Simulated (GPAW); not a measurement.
## KZnF3 (Pm-3m): how ε∞ follows the gap

The empty bands of KZnF3 (Pm-3m) are shifted up rigidly by Δ, and ε∞ is computed for each shift.

The structure is cubic, space group Pm-3m (No. 221). Conventional cell: a = 4.050 Å, b = 4.050 Å, c = 4.050 Å, α = 90.00°, β = 90.00°, γ = 90.00°. Around Zn on site b lie 6 F at 2.02 Å. K on site a is surrounded by 12 F at 2.86 Å. F on site c is surrounded by 2 Zn at 2.02 Å.

Method: GPAW 26.7.0, PBE, RPA, k-mesh 8×8×8, local fields up to 50 eV, Lorentzian half width 0.15 eV.

Launch of the response step: `OMP_NUM_THREADS=1 python df.py`. The series took 8.9 min in all, its band step included, on 1 thread of Arm Neoverse N1 (shared host).

```
Δ (eV)     ε∞
  0.00  2.276
  0.40  2.237
  0.80  2.201
  1.20      ?
  1.60  2.136
  2.00  2.107
```

With one effective transition at E₀ and fixed dipole strength, ε∞ − 1 = A/(E₀ + Δ), so 1/(ε∞ − 1) is linear in Δ.

Working, on the rows shown:

| x = Δ (eV) | y = 1/(ε∞ − 1) |
| --- | --- |
| 0 | 0.783699 |
| 0.4 | 0.808407 |
| 0.8 | 0.832639 |
| 1.6 | 0.880282 |
| 2 | 0.903342 |

Means: x̄ = 0.96, ȳ = 0.84167. Σ(x − x̄)(y − ȳ) = 0.1646, Σ(x − x̄)² = 2.752. Slope = 0.1646 / 2.752 = 0.0598; intercept = ȳ − slope · x̄ = 0.78426. Turned back into ε∞, the line misses the rows shown by at most 0.00092.

Problem. Predict the last column of the withheld row from the fit.

Solution. At x = 1.2 the line gives y = 0.85603, that is 2.168. The run gave 2.167, so the interpolation is off by 0.0012, 0.7 % of the range in the table.

Refitted with all rows, the slope is 0.05986 and the intercept 0.78435. These give E₀ = intercept/slope = 13.1 eV, far above the least direct gap of 5.66 eV: most of the screening comes from transitions well over the edge. Over the first step ε∞ falls by 4 % per eV. Excitons are left out; PBE gaps are as a rule too small. The values come from a sum over the points of one k-mesh and carry its error, which grows as the direct gap shrinks. This version of GPAW has incomplete matrix elements in the optical limit, which can lower ε − 1 by up to a tenth where first-row anions or d states rule.

[Logs are printed without paths, hosts, clocks, repeated set-up lines and the standing remarks that a program may print on its own settings, such as how far it seeks lower states.]
